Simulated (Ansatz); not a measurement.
# (KF)1(LiBr)3 [001] superlattice, started as rocksalt type: phonons and vibrational spectra, part 2 of 2

Aim: the phonons of (KF)1(LiBr)3 [001] superlattice, started as rocksalt type at a cell relaxed beforehand at this level.

Ansatz 0.2.0; DFT PBEsol, scalar-relativistic, plane waves, PAW.

So far: The starting structure; Modes at Γ.

The structure was built from a prototype and need not be the compound's stable phase.

## (2) Modes at Γ (continued)

Optical modes at the zone centre, without and with the macroscopic field of the longitudinal modes; each column is sorted by frequency, so a row need not hold one and the same mode. Modes with and without the field, by row:

```
rank among optical modes  no field (cm⁻¹)  q along (1, 0, 0) (cm⁻¹)  q along (0, 0, 1) (cm⁻¹)
                       1           -142.6                    -142.6                     -23.1
                       2               40                        40                        40
                       3               40                      40.8                        40
                       4             48.9                      48.9                      48.9
                       5             48.9                      48.9                      48.9
                       6             71.7                      71.7                      71.7
                       7             71.7                      71.8                      71.7
                       8             85.8                      85.8                      85.8
                       9            104.9                     104.9                       114
                      10            133.4                     133.4                     159.4
                      11            177.2                     177.2                     177.2
                      12            177.2                     181.6                     177.2
                      13            184.5                     184.5                     194.9
                      14            194.9                     194.9                     210.5
                      15            226.7                     226.7                     226.7
                      16            226.7                     228.4                     226.7
                      17            228.4                     228.4                     228.4
                      18            228.4                     230.3                     228.4
                      19            230.3                     230.3                     230.3
                      20            230.3                     252.5                     230.3
                      21            252.5                     364.5                     286.5
```

Born charge (rows field, columns displacement) (e), principal values of the symmetric part by kind of site:

```
atom  atoms with these values    low  middle   high   mean
 Br1                        2  -1.24   -1.24  -0.86  -1.11
 Br2                        1  -1.20   -1.20  -0.94  -1.12
  F4                        1  -1.45   -1.23  -1.23  -1.30
  K5                        1   1.14    1.14   1.32   1.20
 Li6                        2   0.92    1.27   1.27   1.16
 Li7                        1   0.94    1.22   1.22   1.13
```

In full for K5:

```
1.14 0.00 0.00
0.00 1.14 0.00
0.00 0.00 1.32
```

High-frequency dielectric tensor:

```
3.04 0.00 0.00
0.00 3.04 0.00
0.00 0.00 2.84
```

Transverse modes; imaginary modes are left out. Infrared lines, with heights relative to the strongest:

```
position (cm⁻¹)  label  relative intensity
             40     Eu                 0.2
             49     Eg                 0.0
             72     Eu                 0.0
             86    A1g                 0.0
            105    A2u                 1.9
            133    A2u                 3.7
            177     Eu                  11
            184    A2u                 3.2
            195    A1g                 0.0
            227     Eu                 100
            228     Eg                 0.0
            230     Eu                 0.1
            252    A2u                 4.6
```

Activity x (w_L - w)^4 (n + 1)/w, 532 nm, 300 K; imaginary modes are left out; modes without the macroscopic field alone. Lines of the Raman spectrum (strongest = 100):

```
position (cm⁻¹)  label  relative intensity
             40     Eu                 0.0
             49     Eg                 9.3
             72     Eu                 0.0
             86    A1g                 100
            105    A2u                 0.0
            133    A2u                 0.0
            177     Eu                 0.0
            184    A2u                 0.0
            195    A1g                  70
            227     Eu                 0.0
            228     Eg                 0.9
            230     Eu                 0.0
            252    A2u                 0.0
```

Before it was imposed, the acoustic sum rule was missed by 4.3e-4 eV/Å² and the charge sum rule by 0.011 e. Small misses are needed for a sound result but don't prove that mesh and cutoff are converged. The lowest optical mode is imaginary, 142.6i cm⁻¹, so the energy falls along it.

## (3) Another isotope, element Br, natural mass 79.904 amu

An isotope changes the mass and not the force constants, so no new electronic calculation is needed; the shifts show which modes move this element.

The same force constants with the mass of Br changed from 79.904 to 80.916 u (phonopy, no LO-TO term). Both lists are sorted by frequency; levels can cross, so a row need not hold one and the same mode. Modes under 3 cm⁻¹ are left out. Isotope shifts, by row:

```
    q  rank  natural mass (cm⁻¹)  changed mass (cm⁻¹)
0 0 0     1               -142.6               -142.6
0 0 0     5                40.05                40.01
0 0 0     6                40.05                40.01
0 0 0     7                48.93                48.64
0 0 0     8                48.93                48.64
0 0 0     9                71.72                 71.3
0 0 0    10                71.72                 71.3
0 0 0    11                85.79                85.31
0 0 0    12                104.9                104.3
0 0 0    13                133.4                133.1
0 0 0    14                177.2                177.2
0 0 0    15                177.2                177.2
0 0 0    16                184.5                184.5
0 0 0    17                194.9                194.7
0 0 0    18                226.7                226.6
0 0 0    19                226.7                226.6
0 0 0    20                228.4                228.3
0 0 0    21                228.4                228.3
0 0 0    22                230.3                230.2
0 0 0    23                230.3                230.2
0 0 0    24                252.5                252.5
```

A mode of this element alone would shift by -0.63 %. The highest zone-centre frequency without the field goes from 252.5 to 252.5 cm⁻¹ (-0.0 %).

## (4) Another isotope, element K, natural mass 39.0983 amu

The same for K, from 39.10 to 40.96 u.

A mode of this element alone would shift by -2.30 %. The highest zone-centre frequency without the field goes from 252.5 to 252.0 cm⁻¹ (-0.2 %).

## (5) Another isotope, element Li, natural mass 6.94 amu

The same for Li, from 6.94 to 6.02 u.

A mode of this element alone would shift by +7.41 %. The highest zone-centre frequency without the field goes from 252.5 to 266.3 cm⁻¹ (+5.5 %).

## (6) Results

| Item | Value |
| --- | --- |
| space group (within 0.01 Å) | P4/mmm |
| volume per atom | 20.7 Å³ |
| gap on the k-mesh | 4.96 eV |
| highest optical mode at the zone centre (no LO-TO term) | 253 cm⁻¹ |
| top of the zone-centre spectrum with the field | 364 cm⁻¹ |
| lowest optical zone-centre mode | -143 cm⁻¹ |
| mean high-frequency dielectric constant | 2.98 |
| largest Born charge (third of the trace) | -1.30 e |
| imaginary modes at Γ (the only wavevector solved) | yes |

What this shows: A zone-centre mode is imaginary (142.6i cm⁻¹), so this structure is not a minimum of the energy. Without the field, the optical modes at Γ span -143 to 253 cm⁻¹ (negative means imaginary). No dispersion was computed. The highest mode in this list at Γ, 252.5 cm⁻¹, is mostly motion of Li (72 % of the kinetic energy). With the macroscopic field of the longitudinal modes the top of the zone-centre spectrum lies at 364 cm⁻¹, against 253 cm⁻¹ without it. Among the real modes, the strongest infrared line is at 227 cm⁻¹. Averaged over orientations, the strongest Raman line at 532 nm and 300 K is at 86 cm⁻¹. The starting cell was built on a prototype and not taken from a measurement, so the phase need not exist. These are harmonic frequencies at zero temperature: anharmonic shifts, linewidths and thermal expansion are left out.

[Logs are printed without paths, hosts, clocks, repeated set-up lines and the standing remarks that a program may print on its own settings, such as how far it seeks lower states.]

[Hosts, paths, dates, database ids (printed as entryN), source tags and the programs' standing remarks are cut or masked in the printed files.]
